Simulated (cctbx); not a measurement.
## Resonant diffraction in Ag3Cl8

Space group P2_1/c (no. 14), a = 6.3180 Å, b = 13.9830 Å, c = 8.8660 Å, α = 90.00°, β = 129.48°, γ = 90.00°.

```csv
atom,mult.,x,y,z,Ueq (Å²)
Ag1,2,1/2,0,0,0.0126
Ag2,4,0.2414,0.6800,0.9754,0.0101
Cl1,4,0.9561,0.5860,0.6770,0.0180
Cl2,4,0.5530,0.7810,0.2594,0.0160
Cl3,4,0.0841,0.8264,0.7902,0.0164
Cl4,4,0.4102,0.5419,0.1523,0.0207
```

The model was made for the exercise: a known structure type with other elements put in, its volume estimated, not relaxed; displacement parameters are assumed.

Calculated with cctbx: free-atom f′ and f″ from the Sasaki tables, no fine structure; amplitudes in electrons.

```csv
E (eV),F 1 0 0,F 0 1 1,F 0 2 0,F 0 2 1
24914,69.1,8.3,33.6,17.1
25264,67.7,8.0,33.1,16.8
25394,66.5,7.8,32.7,16.4
25454,65.4,7.6,32.4,16.1
25484,64.2,7.4,32.0,15.8
25499,63.1,7.2,31.7,15.5
25506,62.2,7.1,31.4,15.3
25510,61.2,6.9,31.1,15.0
25518,59.3,6.6,30.5,14.5
25522,61.8,7.0,31.2,15.2
25529,63.1,7.3,31.6,15.5
25544,64.4,7.5,32.1,15.9
25574,65.6,7.7,32.4,16.2
25664,67.3,8.0,33.0,16.7
25914,69.0,8.3,33.5,17.1
```

**Question.** Which edge is crossed, and why do the reflections move as they do?

The K edge of Ag. The edge is at 25514 eV. f′ of Ag falls from -4.8 e at 25394 eV to -7.8 e at 4 eV below it, and f″ steps from 0.55 to 3.62 e across it. Over that approach |F| changes by -8 % (1 0 0), -12 % (0 1 1), -5 % (0 2 0) and -9 % (0 2 1): a reflection falls where Ag scatters in phase with the total and rises where it scatters against it; it hardly moves where the Ag term is small or cancels by symmetry. Above the edge the larger f″ enters the imaginary part, where it can add to or cancel the other atoms' f″. The structure is centrosymmetric, so Friedel mates stay equal.

[Logs are printed without paths, hosts, clocks, repeated set-up lines and the standing remarks that a program may print on its own settings, such as how far it seeks lower states.]
